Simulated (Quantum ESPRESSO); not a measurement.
# 1T-SnO2, 1 layer: solver and mixing choices, part 3 of 4

Which eigensolver and mixing suits 1T-SnO2, 1 layer? The physics should not care; the clock does.

Quantum ESPRESSO 7.5; plane-wave DFT, PBE, GBRV ultrasoft pseudopotentials.

So far. Step 5 (Self-consistent run: david, TF mixing, beta 0.4 …): Counted from each run's own zero (the valence top), the vacuum level differs from the first run's by -3 meV. Step 6 (Ground state: david, local-TF mixing, beta 0.7, history …): Counted from each run's own zero (the valence top), the vacuum level differs from the first run's by -1 meV.

### Step 7. Ground state: david, local-TF mixing, beta 0.2, history 8

File c5.in:

```
&control
  prefix = 'c5'
  outdir = './out'
  pseudo_dir = './pseudo'
  calculation = 'scf'
  tprnfor = .true.
/
&system
  ibrav = 0
  nat = 3
  ntyp = 2
  ecutwfc = 40
  ecutrho = 200
  occupations = 'smearing'
  smearing = 'fd'
  degauss = 0.004
  assume_isolated = 'esm'
  esm_bc = 'bc1'
/
&electrons
  conv_thr = 1e-07
  mixing_beta = 0.2
  electron_maxstep = 80
  mixing_mode = 'local-TF'
  diagonalization = 'david'
  mixing_ndim = 8
/
ATOMIC_SPECIES
  O   15.9990  o_pbe_v1.2.uspp.F.UPF
  Sn  118.7100  sn_pbe_v1.4.uspp.F.UPF
CELL_PARAMETERS angstrom
  3.22000000000000 0.00000000000000 0.00000000000000
  -1.61000000000000 2.78860180018589 0.00000000000000
  0.00000000000000 0.00000000000000 18.78885438199983
ATOMIC_POSITIONS crystal
  O   0.666666666667 0.333333333333 -0.047604136624
  Sn  0.000000000000 0.000000000000 0.000000000000
  O   0.333333333333 0.666666666667 0.047604136624
K_POINTS automatic
  12 12 1 0 0 0
```

Launch:

```console
> OMP_NUM_THREADS=1 mpirun -n 4 pw.x -nk 4 -in c5.in > c5.out
```

Output:

```text
[banner, memory and clock lines left out]
Program PWSCF v.7.5 starts
[...]
Message from routine setup:
[...]
number of electrons       =        26.00
     number of Kohn-Sham states=           17
     kinetic-energy cutoff     =      40.0000  Ry
     charge density cutoff     =     200.0000  Ry
[...]
number of k points=    19  Fermi-Dirac smearing, width (Ry)=  0.0040
[...]
Dense  grid:    54417 G-vectors     FFT dimensions: (  27,  27, 160)
[...]
negative rho (up, down):  2.758E-04 0.000E+00
     Starting wfcs are   17 randomized atomic wfcs
[...]
negative rho (up, down):  5.575E-04 0.000E+00
[...]
estimated scf accuracy    <       0.90941264 Ry
[...]
negative rho (up, down):  6.491E-03 0.000E+00
[...]
estimated scf accuracy    <       0.63308974 Ry
[...]
negative rho (up, down):  6.652E-03 0.000E+00
[...]
estimated scf accuracy    <       0.15651490 Ry
[...]
negative rho (up, down):  6.417E-03 0.000E+00
[...]
estimated scf accuracy    <       0.16771768 Ry
[...]
negative rho (up, down):  3.152E-03 0.000E+00
[...]
estimated scf accuracy    <       0.18730597 Ry
[...]
negative rho (up, down):  1.027E-01 0.000E+00
[...]
estimated scf accuracy    <       0.21779467 Ry
[...]
negative rho (up, down):  8.833E-02 0.000E+00
[...]
estimated scf accuracy    <       1.12962500 Ry
[...]
negative rho (up, down):  6.598E-02 0.000E+00
[...]
estimated scf accuracy    <       0.90220657 Ry
[...]
negative rho (up, down):  6.511E-02 0.000E+00
[...]
estimated scf accuracy    <       0.08146371 Ry
[...]
negative rho (up, down):  6.722E-02 0.000E+00
[...]
estimated scf accuracy    <       0.05745534 Ry
[...]
negative rho (up, down):  6.593E-02 0.000E+00
[...]
estimated scf accuracy    <       0.03793378 Ry
[...]
negative rho (up, down):  5.891E-02 0.000E+00
[...]
estimated scf accuracy    <       0.05945711 Ry
[...]
negative rho (up, down):  4.816E-02 0.000E+00
[...]
estimated scf accuracy    <       0.05388105 Ry
[...]
negative rho (up, down):  3.718E-02 0.000E+00
[...]
estimated scf accuracy    <       0.00643719 Ry
[...]
negative rho (up, down):  1.968E-02 0.000E+00
[...]
estimated scf accuracy    <       0.00895079 Ry
[...]
negative rho (up, down):  1.272E-02 0.000E+00
[...]
estimated scf accuracy    <       0.00599188 Ry
[...]
negative rho (up, down):  6.738E-03 0.000E+00
[...]
estimated scf accuracy    <       0.00189661 Ry
[...]
negative rho (up, down):  5.807E-03 0.000E+00
[...]
estimated scf accuracy    <       0.00039281 Ry
[...]
negative rho (up, down):  4.082E-03 0.000E+00
[...]
estimated scf accuracy    <       0.00028064 Ry
[...]
negative rho (up, down):  7.456E-04 0.000E+00
[...]
estimated scf accuracy    <       0.00009562 Ry
[...]
negative rho (up, down):  6.983E-04 0.000E+00
[...]
estimated scf accuracy    <       0.00000866 Ry
[...]
negative rho (up, down):  7.183E-04 0.000E+00
[...]
estimated scf accuracy    <       0.00000246 Ry
[...]
negative rho (up, down):  6.108E-04 0.000E+00
[...]
estimated scf accuracy    <       0.00000198 Ry
[...]
negative rho (up, down):  4.298E-04 0.000E+00
[...]
estimated scf accuracy    <       0.00000406 Ry
[...]
negative rho (up, down):  2.863E-04 0.000E+00
[...]
estimated scf accuracy    <       0.00000138 Ry
[...]
negative rho (up, down):  2.640E-04 0.000E+00
[...]
estimated scf accuracy    <       0.00000066 Ry
[...]
negative rho (up, down):  2.797E-04 0.000E+00
[...]
estimated scf accuracy    <       0.00000113 Ry
[...]
negative rho (up, down):  2.824E-04 0.000E+00
[...]
the Fermi energy is    -6.1609 ev
!    total energy              =    -223.85254967 Ry
     estimated scf accuracy    <       0.00000010 Ry
     smearing contrib. (-TS)   =      -0.00000000 Ry
     internal energy E=F+TS    =    -223.85254967 Ry
[...]
one-electron contribution =     385.70395347 Ry
     hartree contribution      =    -188.41744160 Ry
     xc contribution           =     -57.94313121 Ry
     ewald contribution        =    -363.19593033 Ry
     convergence has been achieved in  28 iterations
     negative rho (up, down):  2.824E-04 0.000E+00
[...]
Total force =     0.096924     Total SCF correction =     0.000066
[...]
```

Wall time 38 s (4 MPI ranks of Arm Neoverse V1, shared host); peak memory 0.43 GiB.

Read from the output:

* Fermi energy: -6.161 eV
* valence top, on the run's zero: -7.869 eV
* conduction bottom, on the run's zero: -5.096 eV
* gap by band count: 2.773 eV
* vacuum line at the lower end of the cell, over the valence top: 7.869 eV
* vacuum line at the upper end of the cell, over the valence top: 7.869 eV

The program's own clock; routines nest. Time by routine:

| routine | wall time (s) | calls |
| --- | --- | --- |
| PWSCF | 37.91 | 1 |
| electrons | 36.88 | 1 |
| c_bands | 22.87 | 28 |
| cegterg | 18.74 | 140 |
| h_psi | 13.42 | 1468 |
| fftw | 11.25 | 18924 |
| vloc_psi | 11.1 | 1468 |
| mix_rho | 6.51 | 28 |
| sum_band | 4.24 | 28 |
| ffts | 3.54 | 3362 |
| newd | 1.86 | 29 |
| v_of_rho | 1.4 | 29 |
| calbec | 1.38 | 1628 |
| add_vuspsi | 1.14 | 1468 |

Counted from each run's own zero (the valence top), the vacuum level differs from the first run's by +3 meV.

### Step 8. Ground state: david, local-TF mixing, beta 0.4, history 4

c6.in is the input of step 7 with these lines changed:

```diff
@@ -1,3 +1,3 @@
 &control
-  prefix = 'c5'
+  prefix = 'c6'
   outdir = './out'
@@ -21,3 +21,3 @@
   conv_thr = 1e-07
-  mixing_beta = 0.2
+  mixing_beta = 0.4
   electron_maxstep = 80
@@ -25,3 +25,3 @@
   diagonalization = 'david'
-  mixing_ndim = 8
+  mixing_ndim = 4
 /
```

Launch:

```console
> OMP_NUM_THREADS=1 mpirun -n 4 pw.x -nk 4 -in c6.in > c6.out
```

Output:

```text
[banner, memory and clock lines left out]
Program PWSCF v.7.5 starts
[...]
Message from routine setup:
[...]
number of electrons       =        26.00
     number of Kohn-Sham states=           17
     kinetic-energy cutoff     =      40.0000  Ry
     charge density cutoff     =     200.0000  Ry
[...]
number of k points=    19  Fermi-Dirac smearing, width (Ry)=  0.0040
[...]
Dense  grid:    54417 G-vectors     FFT dimensions: (  27,  27, 160)
[...]
negative rho (up, down):  2.758E-04 0.000E+00
     Starting wfcs are   17 randomized atomic wfcs
[...]
negative rho (up, down):  1.029E-03 0.000E+00
[...]
estimated scf accuracy    <       0.90941264 Ry
[...]
negative rho (up, down):  9.110E-03 0.000E+00
[...]
estimated scf accuracy    <       0.41099320 Ry
[...]
negative rho (up, down):  7.835E-03 0.000E+00
[...]
estimated scf accuracy    <       0.12675823 Ry
[...]
negative rho (up, down):  3.308E-02 0.000E+00
[...]
estimated scf accuracy    <       0.17466115 Ry
[...]
negative rho (up, down):  3.470E-02 0.000E+00
[...]
estimated scf accuracy    <       0.01811048 Ry
[...]
negative rho (up, down):  2.826E-02 0.000E+00
[...]
estimated scf accuracy    <       0.00751403 Ry
[...]
negative rho (up, down):  2.392E-02 0.000E+00
[...]
estimated scf accuracy    <       0.00169929 Ry
[...]
negative rho (up, down):  2.353E-02 0.000E+00
[...]
estimated scf accuracy    <       0.00151450 Ry
[...]
negative rho (up, down):  1.982E-02 0.000E+00
[...]
estimated scf accuracy    <       0.00105379 Ry
[...]
negative rho (up, down):  1.161E-02 0.000E+00
[...]
estimated scf accuracy    <       0.00151840 Ry
[...]
negative rho (up, down):  9.910E-03 0.000E+00
[...]
estimated scf accuracy    <       0.00026588 Ry
[...]
negative rho (up, down):  7.502E-03 0.000E+00
[...]
estimated scf accuracy    <       0.00015800 Ry
[...]
negative rho (up, down):  3.334E-03 0.000E+00
[...]
estimated scf accuracy    <       0.00008825 Ry
[...]
negative rho (up, down):  2.330E-03 0.000E+00
[...]
estimated scf accuracy    <       0.00003294 Ry
[...]
negative rho (up, down):  1.322E-03 0.000E+00
[...]
estimated scf accuracy    <       0.00001874 Ry
[...]
negative rho (up, down):  4.418E-04 0.000E+00
[...]
estimated scf accuracy    <       0.00000906 Ry
[...]
negative rho (up, down):  4.341E-04 0.000E+00
[...]
estimated scf accuracy    <       0.00000173 Ry
[...]
negative rho (up, down):  2.935E-04 0.000E+00
[...]
estimated scf accuracy    <       0.00000066 Ry
[...]
negative rho (up, down):  2.409E-04 0.000E+00
[...]
estimated scf accuracy    <       0.00000073 Ry
[...]
negative rho (up, down):  2.824E-04 0.000E+00
[...]
the Fermi energy is    -6.1638 ev
!    total energy              =    -223.85254964 Ry
     estimated scf accuracy    <       0.00000008 Ry
     smearing contrib. (-TS)   =      -0.00000000 Ry
     internal energy E=F+TS    =    -223.85254964 Ry
[...]
one-electron contribution =     385.70366979 Ry
     hartree contribution      =    -188.41752025 Ry
     xc contribution           =     -57.94276885 Ry
     ewald contribution        =    -363.19593033 Ry
     convergence has been achieved in  20 iterations
     negative rho (up, down):  2.824E-04 0.000E+00
[...]
Total force =     0.096985     Total SCF correction =     0.000469
[...]
```

It took 29 s on 4 MPI ranks; peak memory 0.38 GiB.

Read from the output:

- Fermi energy: -6.164 eV
- valence top, on the run's zero: -7.874 eV
- conduction bottom, on the run's zero: -5.101 eV
- vacuum line at the lower end of the cell, over the valence top: 7.874 eV
- vacuum line at the upper end of the cell, over the valence top: 7.874 eV

The program's own clock; routines nest. Time by routine:

| routine | wall time (s) | calls |
| --- | --- | --- |
| PWSCF | 28.78 | 1 |
| electrons | 27.74 | 1 |
| c_bands | 17.74 | 20 |
| cegterg | 15.56 | 100 |
| h_psi | 10.92 | 1380 |
| vloc_psi | 8.97 | 1380 |
| fftw | 8.95 | 15014 |
| mix_rho | 4.59 | 20 |
| sum_band | 3.05 | 20 |
| ffts | 2.52 | 2378 |
| newd | 1.37 | 21 |
| calbec | 1.14 | 1500 |
| v_of_rho | 1.03 | 21 |
| add_vuspsi | 0.97 | 1380 |

Counted from each run's own zero (the valence top), the vacuum level differs from the first run's by +8 meV.

### Step 9. SCF with pw.x: cg, local-TF mixing, beta 0.4, history 8

c7.in is the input of step 8 with these lines changed:

```diff
@@ -1,3 +1,3 @@
 &control
-  prefix = 'c6'
+  prefix = 'c7'
   outdir = './out'
@@ -24,4 +24,4 @@
   mixing_mode = 'local-TF'
-  diagonalization = 'david'
-  mixing_ndim = 4
+  diagonalization = 'cg'
+  mixing_ndim = 8
 /
```

Launch:

```console
> OMP_NUM_THREADS=1 mpirun -n 4 pw.x -nk 4 -in c7.in > c7.out
```

Output:

```text
[banner, memory and clock lines left out]
Program PWSCF v.7.5 starts
[...]
Message from routine setup:
[...]
number of electrons       =        26.00
     number of Kohn-Sham states=           17
     kinetic-energy cutoff     =      40.0000  Ry
     charge density cutoff     =     200.0000  Ry
[...]
number of k points=    19  Fermi-Dirac smearing, width (Ry)=  0.0040
[...]
Dense  grid:    54417 G-vectors     FFT dimensions: (  27,  27, 160)
[...]
negative rho (up, down):  2.758E-04 0.000E+00
     Starting wfcs are   17 randomized atomic wfcs
[...]
negative rho (up, down):  9.929E-04 0.000E+00
[...]
estimated scf accuracy    <       0.98301196 Ry
[...]
negative rho (up, down):  8.081E-03 0.000E+00
[...]
estimated scf accuracy    <       0.40356689 Ry
[...]
negative rho (up, down):  1.936E-02 0.000E+00
[...]
estimated scf accuracy    <       0.05856253 Ry
[...]
negative rho (up, down):  2.678E-02 0.000E+00
[...]
estimated scf accuracy    <       0.02051066 Ry
[...]
negative rho (up, down):  2.709E-02 0.000E+00
[...]
estimated scf accuracy    <       0.00347612 Ry
[...]
negative rho (up, down):  2.489E-02 0.000E+00
[...]
estimated scf accuracy    <       0.00211861 Ry
[...]
negative rho (up, down):  2.211E-02 0.000E+00
[...]
estimated scf accuracy    <       0.00280027 Ry
[...]
negative rho (up, down):  1.604E-02 0.000E+00
[...]
estimated scf accuracy    <       0.00081744 Ry
[...]
negative rho (up, down):  9.163E-03 0.000E+00
[...]
estimated scf accuracy    <       0.00099821 Ry
[...]
negative rho (up, down):  4.444E-03 0.000E+00
[...]
estimated scf accuracy    <       0.00074428 Ry
[...]
negative rho (up, down):  1.849E-03 0.000E+00
[...]
estimated scf accuracy    <       0.00064507 Ry
[...]
negative rho (up, down):  7.208E-04 0.000E+00
[...]
estimated scf accuracy    <       0.00003292 Ry
[...]
negative rho (up, down):  3.611E-04 0.000E+00
[...]
estimated scf accuracy    <       0.00000252 Ry
[...]
negative rho (up, down):  2.835E-04 0.000E+00
[...]
estimated scf accuracy    <       0.00000216 Ry
[...]
negative rho (up, down):  2.914E-04 0.000E+00
[...]
estimated scf accuracy    <       0.00000035 Ry
[...]
negative rho (up, down):  2.823E-04 0.000E+00
[...]
the Fermi energy is    -6.1614 ev
!    total energy              =    -223.85254969 Ry
     estimated scf accuracy    <       0.00000002 Ry
     smearing contrib. (-TS)   =      -0.00000000 Ry
     internal energy E=F+TS    =    -223.85254969 Ry
[...]
one-electron contribution =     385.70519101 Ry
     hartree contribution      =    -188.41878407 Ry
     xc contribution           =     -57.94302629 Ry
     ewald contribution        =    -363.19593033 Ry
     convergence has been achieved in  16 iterations
     negative rho (up, down):  2.823E-04 0.000E+00
[...]
Total force =     0.096829     Total SCF correction =     0.000134
[...]
```

Wall time 27 s (4 MPI ranks); peak memory 0.39 GiB; 1.8 min of CPU time.

This step gave:

* Fermi energy: -6.161 eV
* valence top, on the run's zero: -7.867 eV
* conduction bottom, on the run's zero: -5.094 eV
* vacuum line at the lower end of the cell, over the valence top: 7.867 eV
* vacuum line at the upper end of the cell, over the valence top: 7.867 eV

The program's own clock; routines nest. Time by routine:

| routine | wall time (s) | calls |
| --- | --- | --- |
| PWSCF | 26.09 | 1 |
| electrons | 25.07 | 1 |
| c_bands | 17.13 | 16 |
| ccgdiagg | 13.21 | 80 |
| h_psi | 10.97 | 4421 |
| hs_1psi | 10.07 | 4341 |
| vloc_psi | 8.03 | 4421 |
| fftw | 7.87 | 12762 |
| mix_rho | 3.65 | 16 |
| wfcrot | 2.49 | 80 |
| sum_band | 2.43 | 16 |
| s_psi | 2.41 | 8762 |
| calbec | 2.26 | 8862 |
| s_1psi | 2.12 | 4341 |

Counted from each run's own zero (the valence top), the vacuum level differs from the first run's by +1 meV.

### Step 10. Self-consistent run: ppcg, local-TF mixing, beta 0.4, history 8

c8.in is the input of step 9 with these lines changed:

```diff
@@ -1,3 +1,3 @@
 &control
-  prefix = 'c7'
+  prefix = 'c8'
   outdir = './out'
@@ -24,3 +24,3 @@
   mixing_mode = 'local-TF'
-  diagonalization = 'cg'
+  diagonalization = 'ppcg'
   mixing_ndim = 8
```

Launch:

```console
> OMP_NUM_THREADS=1 mpirun -n 4 pw.x -nk 4 -in c8.in > c8.out
```

Output:

```text
[banner, memory and clock lines left out]
Program PWSCF v.7.5 starts

          URL

[MPI's abort notice left out]

 %%%%%%%%%%%%%%%%%%%%%%%%%%%%%%%%%%%%%%%%%%%%%%%%%%%%%%%%%%%%%%%%%%%%%%%%%%%%%%
     Error in routine iosys (1):
     PPCG diagonalization not supported anymore (Dec. 2024)
 %%%%%%%%%%%%%%%%%%%%%%%%%%%%%%%%%%%%%%%%%%%%%%%%%%%%%%%%%%%%%%%%%%%%%%%%%%%%%%

     stopping ...
[the rest left out]
```

Run time: 0.75 s. Hardware: 4 MPI ranks; peak memory 0.09 GiB.

The program refused the input before any cycle.

The fault put into the input: an eigensolver that this release has dropped (electrons.diagonalization = "ppcg").

The message: “iosys (1): PPCG diagonalization not supported anymore (Dec. 2024)”. This release no longer has that solver; david, paro or rmm-davidson serve.

### Step 11. Ground state: paro, local-TF mixing, beta 0.4, history 8

c9.in is the input of step 10 with these lines changed:

```diff
@@ -1,3 +1,3 @@
 &control
-  prefix = 'c8'
+  prefix = 'c9'
   outdir = './out'
@@ -24,3 +24,3 @@
   mixing_mode = 'local-TF'
-  diagonalization = 'ppcg'
+  diagonalization = 'paro'
   mixing_ndim = 8
```

Launch:

```console
> OMP_NUM_THREADS=1 mpirun -n 4 pw.x -nk 4 -in c9.in > c9.out
```

Output:

```text
[banner, memory and clock lines left out]
Program PWSCF v.7.5 starts
[...]
Message from routine setup:
[...]
number of electrons       =        26.00
     number of Kohn-Sham states=           17
     kinetic-energy cutoff     =      40.0000  Ry
     charge density cutoff     =     200.0000  Ry
[...]
number of k points=    19  Fermi-Dirac smearing, width (Ry)=  0.0040
[...]
Dense  grid:    54417 G-vectors     FFT dimensions: (  27,  27, 160)
[...]
negative rho (up, down):  2.758E-04 0.000E+00
     Starting wfcs are   17 randomized atomic wfcs
[...]
negative rho (up, down):  1.052E-03 0.000E+00
[...]
estimated scf accuracy    <       0.89793208 Ry
[...]
negative rho (up, down):  9.584E-03 0.000E+00
[...]
estimated scf accuracy    <       0.37426067 Ry
[...]
negative rho (up, down):  2.567E-02 0.000E+00
[...]
estimated scf accuracy    <       0.05613673 Ry
[...]
negative rho (up, down):  2.739E-02 0.000E+00
[...]
estimated scf accuracy    <       0.02220993 Ry
[...]
negative rho (up, down):  3.019E-02 0.000E+00
[...]
estimated scf accuracy    <       0.00523606 Ry
[...]
negative rho (up, down):  2.876E-02 0.000E+00
[...]
estimated scf accuracy    <       0.00729915 Ry
[...]
negative rho (up, down):  1.833E-02 0.000E+00
[...]
estimated scf accuracy    <       0.00292224 Ry
[...]
negative rho (up, down):  1.198E-02 0.000E+00
[...]
estimated scf accuracy    <       0.00352197 Ry
[...]
negative rho (up, down):  6.517E-03 0.000E+00
[...]
estimated scf accuracy    <       0.00036512 Ry
[...]
negative rho (up, down):  1.132E-03 0.000E+00
[...]
estimated scf accuracy    <       0.00043802 Ry
[...]
negative rho (up, down):  5.673E-04 0.000E+00
[...]
estimated scf accuracy    <       0.00002088 Ry
[...]
negative rho (up, down):  2.941E-04 0.000E+00
[...]
estimated scf accuracy    <       0.00000281 Ry
[...]
negative rho (up, down):  2.822E-04 0.000E+00
[...]
the Fermi energy is    -6.1636 ev
!    total energy              =    -223.85254971 Ry
     estimated scf accuracy    <       0.00000005 Ry
     smearing contrib. (-TS)   =      -0.00000000 Ry
     internal energy E=F+TS    =    -223.85254971 Ry
[...]
one-electron contribution =     385.70382472 Ry
     hartree contribution      =    -188.41735734 Ry
     xc contribution           =     -57.94308677 Ry
     ewald contribution        =    -363.19593033 Ry
     convergence has been achieved in  13 iterations
     negative rho (up, down):  2.822E-04 0.000E+00
[...]
Total force =     0.096911     Total SCF correction =     0.000009
[...]
```

The job ended after 56 s (4 MPI ranks; peak memory 0.39 GiB; 3.7 min of CPU time).

Numbers from this step:

| Quantity | Value |
| --- | --- |
| Fermi energy | -6.164 eV |
| gap by band count | 2.772 eV |

The program's own clock; routines nest. Time by routine:

| routine | wall time (s) | calls |
| --- | --- | --- |
| PWSCF | 55.26 | 1 |
| electrons | 54.24 | 1 |
| c_bands | 47.89 | 13 |
| paro_k | 34.76 | 65 |
| h_psi | 24.12 | 2722 |
| vloc_psi | 19.93 | 2722 |
| fftw | 18.39 | 30957 |
| mix_rho | 2.88 | 13 |
| calbec | 2.17 | 2807 |
| h_psi:calbec | 2.03 | 2722 |
| add_vuspsi | 2.02 | 2722 |
| s_psi | 2 | 2722 |
| sum_band | 1.95 | 13 |
| ffts | 1.59 | 1499 |

Counted from each run's own zero (the valence top), the vacuum level differs from the first run's by +1 meV.

(Continued in part 4 of 4.)

[Logs are printed without paths, hosts, clocks, repeated set-up lines and the standing remarks that a program may print on its own settings, such as how far it seeks lower states.]

[Hosts, paths, dates, database ids (printed as entryN), source tags and the programs' standing remarks are cut or masked in the printed files.]

[Maps of the electrostatic potential energy from Ansatz leave out the sawtooth potential of an applied field or a dipole correction, so their vacuum need not be flat; planar profiles and work functions include it.]
